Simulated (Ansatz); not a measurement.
# How fast states decay through Rb2H2SO, part 3 of 3

A new crystal, Rb2H2SO: structure, gap and complex bands. It is built by putting S for part of the O in the RbHO structure of space group P2_1/m, with the volume rescaled by atomic radii. The parent structure comes from the Materials Project.

Ansatz 0.2.0; PBEsol DFT, plane waves, PAW files (the session's first sound run).

So far, gap on the k-mesh (eV): step 3 (band edges) 2.92.

The structure was built from a prototype and need not be the compound's stable phase.

### Step 5. Complex bands, plane (100), k-mesh 6×4×6 (continued)

Level of this step: PBEsol DFT, plane waves, PAW files; complex bands by layer matching along the plane's normal (Ansatz).

K parallel (0.5, 0); values up to 1.5 1/Å, a degenerate pair printed once or twice; energies at which all values exceed this have no row. Table of Im kz of the slowest decaying states by energy, zero at the highest filled level on the SCF mesh:

| energy (eV) | decay 1 (Å⁻¹) | decay 2 (Å⁻¹) | decay 3 (Å⁻¹) | decay 4 (Å⁻¹) |
| --- | --- | --- | --- | --- |
| -1.0000 | 0.345 | 0.525 | 0.542 | 0.952 |
| -0.7600 | 0.146 | 0.381 | 0.551 | 0.895 |
| -0.5200 | 0.136 | 0.142 | 0.589 | 0.810 |
| -0.2800 | 0.249 | 0.377 | 0.570 | 0.677 |
| -0.0400 | 0.247 | 0.415 | 0.435 | 0.699 |
| 0.2800 | 0.438 | 0.461 | 0.553 | 0.848 |
| 0.5200 | 0.471 | 0.525 | 0.624 | 0.856 |
| 0.7600 | 0.474 | 0.595 | 0.697 | 0.822 |
| 1.0000 | 0.472 | 0.656 | 0.768 | 0.902 |
| 1.2400 | 0.467 | 0.713 | 0.776 | 0.910 |
| 1.4800 | 0.460 | 0.777 | 0.782 | 0.895 |
| 1.7200 | 0.451 | 0.787 | 0.843 | 0.877 |
| 1.9600 | 0.440 | 0.790 | 0.829 | 0.846 |
| 2.2800 | 0.422 | 0.778 | 0.790 | 0.846 |
| 2.5200 | 0.406 | 0.741 | 0.789 | 0.831 |
| 2.7600 | 0.387 | 0.703 | 0.786 | 0.791 |
| 3.0000 | 0.366 | 0.664 | 0.750 | 0.781 |
| 3.2400 | 0.340 | 0.622 | 0.709 | 0.724 |
| 3.4800 | 0.309 | 0.577 | 0.657 | 0.668 |
| 3.7200 | 0.270 | 0.527 | 0.594 | 0.624 |

At the listed wavevectors the last open channel is at -0.04 eV and the next at +3.00 eV on the grid. At +1.48 eV, the grid energy nearest the filling level (the middle of the gap on the SCF mesh), the slowest state at the listed wavevectors decays with κ = 0.308 Å⁻¹, its amplitude falling by e over 3.2 Å; the first such run, plane (001), gave 0.324 Å⁻¹.

### Step 6. Band edges at another level

This step: PBEsol DFT, plane waves, JTH PAW files (Ansatz 0.2.0).

The edges again with JTH files, at the same atoms.

File input.yaml:

```yaml
crystal:
  lattice:
    - [4.1659554251, 0.0, 0.0881161915]
    - [0.0, 4.5186398315, 0.0]
    - [-1.3315544356, 0.0, 6.984734905]
  atoms:
    - { symbol: Rb, position: [0.146851531, 0.25, 0.2522909118] }
    - { symbol: Rb, position: [0.7445304597, 0.75, 0.644422276] }
    - { symbol: H, position: [0.5860836611, 0.25, 0.8929335291] }
    - { symbol: H, position: [0.5834504237, 0.75, 0.1388207986] }
    - { symbol: S, position: [0.276505584, 0.25, 0.7958397187] }
    - { symbol: O, position: [0.6625783405, 0.75, 0.2756927658] }
kpoints:
  mp_grid: { grid: [6, 6, 4] }
  band_path: { path: [VBM, CBM], npoints: 30 }
scf:
  occupations: { method: fixed }
hamiltonian:
  xc: pbesol
  pseudopotentials: { kind: paw, source: jth }
output:
  eigenvalues: true
```

Started as:

```console
$ ansatz run input.yaml --threads 2 --pin off --max-ram 4096MiB --backend cpu --events-out ev --progress --plain --runs-dir out
```

Numbers of over 12 decimals in the logs are rounded to 6 here.

What it wrote:

```text
Error: inconsistent input (hamiltonian.pseudopotentials.source, hamiltonian.xc, hamiltonian.pseudopotentials.xc_functional): this build's library has no table of `source: jth` for `kind: paw` and the PBEsol files: it has one for `kind: paw` and the PBE files, or for `kind: paw` and the LDA files. Leave `source` out
```

Wall time 0.02 s (2 threads of Arm Neoverse V2, shared host); peak memory 0.036 GiB.

The program refused the input before any cycle.

The program's message: “Error: inconsistent input (hamiltonian.pseudopotentials.source, hamiltonian.xc, hamiltonian.pseudopotentials.xc_functional): this build's library has no table of `source: jth` for `kind: paw` and the …”

### Step 7. A check of the settings

This step: PBEsol DFT, plane waves, PAW files; complex bands by layer matching along the plane's normal; changed: output.transmission.leads = [[0, 3], [1, 5]], scf.max_iter = 80 (Ansatz 0.2.0).

This run repeats an earlier one, its twin (the complex run, plane (001)), with two settings changed (output.transmission.leads, scf.max_iter; files written aside). The setting was drawn as a possible misstep, on purpose. Where the input is shown as a difference, that is against the step before, not the twin.

File input.yaml:

```yaml
crystal:
  lattice:
    - [4.166887216, 0.0, 0.0]
    - [0.0, 4.518639832, 0.0]
    - [-1.183552117, 0.0, 7.011331064]
  atoms:
    - { symbol: Rb, position: [0.146851531, 0.25, 0.2522909118] }
    - { symbol: Rb, position: [0.7445304597, 0.75, 0.644422276] }
    - { symbol: H, position: [0.5860836611, 0.25, 0.8929335291] }
    - { symbol: H, position: [0.5834504237, 0.75, 0.1388207986] }
    - { symbol: S, position: [0.276505584, 0.25, 0.7958397187] }
    - { symbol: O, position: [0.6625783405, 0.75, 0.2756927658] }
kpoints:
  mp_grid: { grid: [6, 6, 4] }
scf:
  occupations: { method: fixed }
  max_iter: 80
hamiltonian:
  xc: pbesol
output:
  eigenvalues: true
  transmission:
    leads: [[0, 3], [1, 5]]
    kpoints: [[0.0, 0.0], [0.5, 0.0]]
    e_range: [-1.0, 3.92]
    de: 0.08
```

What it wrote:

```text
Error: inconsistent input (output.transmission.leads, crystal): the sites of the lead [3, 0] differ in their species, or no multiple of their step up to half the cell repeats the moments and Hubbard potentials there.
List the leads and leave barriers out. Name each by two sites of one ion a step apart, counted from 0. A search, which can't tell a lead from a barrier or a film with its gap, finds:
  [3, 3]  H2Rb2O1S1, period 7.0113 Å from a height of 0.11 Å
```

Wall time 0.1 s (2 threads); peak memory 0.096 GiB.

The input was rejected at the start.

The program's message: “Error: inconsistent input (output.transmission.leads, crystal): the sites of the lead [3, 0] differ in their species, or no multiple of their step up to half the cell repeats the moments and Hubbard p …”

The change that led to it: output.transmission.leads = [[0, 3], [1, 5]].

### Step 8. A check of the settings

This step: PBEsol DFT, plane waves, PAW files; complex bands by layer matching along the plane's normal; changed: scf.convergence.dr2_threshold = -1e-06, scf.max_iter = 50 (Ansatz 0.2.0).

This run repeats an earlier one, its twin (the complex run, plane (001)), with two settings changed (scf.convergence.dr2_threshold, scf.max_iter; files written aside). The setting was drawn as a possible misstep, on purpose. Where the input is shown as a difference, that is against the step before, not the twin.

input.yaml: that of step 7 with these lines changed.

```diff
@@ -16,3 +16,4 @@
   occupations: { method: fixed }
-  max_iter: 80
+  convergence: { dr2_threshold: -1.0e-06 }
+  max_iter: 50
 hamiltonian:
@@ -22,3 +23,3 @@
   transmission:
-    leads: [[0, 3], [1, 5]]
+    leads: [[0, 0]]
     kpoints: [[0.0, 0.0], [0.5, 0.0]]
```

What it wrote:

```text
Error: invalid value for `scf.convergence.dr2_threshold`: must be finite and > 0; got -0.000001 eV
```

Wall time 0.02 s (2 threads); peak memory 0.031 GiB.

The input was rejected at the start.

The program's message: “Error: invalid value for `scf.convergence.dr2_threshold`: must be finite and > 0; got -0.000001 eV”

The change that led to it: scf.convergence.dr2_threshold = -1e-06.

### Step 9. Outcome

| Quantity | Value |
| --- | --- |
| band gap | 2.92 eV |
| least decay constant at mid-gap, normal to (001) | 0.324 Å⁻¹ |
| least decay constant at mid-gap, normal to (100) | 0.308 Å⁻¹ |

**Reading.** With PBEsol, the slowest decay at the wavevectors tried is κ = 0.308 Å⁻¹, normal to (100). Through such a film the transmission near mid-gap falls as exp(−2κd), a factor of ten every 3.7 Å. The directions tried decay at nearly the same rate. A free electron under a barrier of half the gap would need a mass of 0.25 mₑ to decay at this rate. The compound is made up by substitution; its stability against other phases and against distortions of the cell's symmetry was not tested. A semilocal functional narrows gaps, so real decay constants are likely larger.

[Logs are printed without paths, hosts, clocks, repeated set-up lines and the standing remarks that a program may print on its own settings, such as how far it seeks lower states.]

[Hosts, paths, dates, database ids (printed as entryN), source tags and the programs' standing remarks are cut or masked in the printed files.]
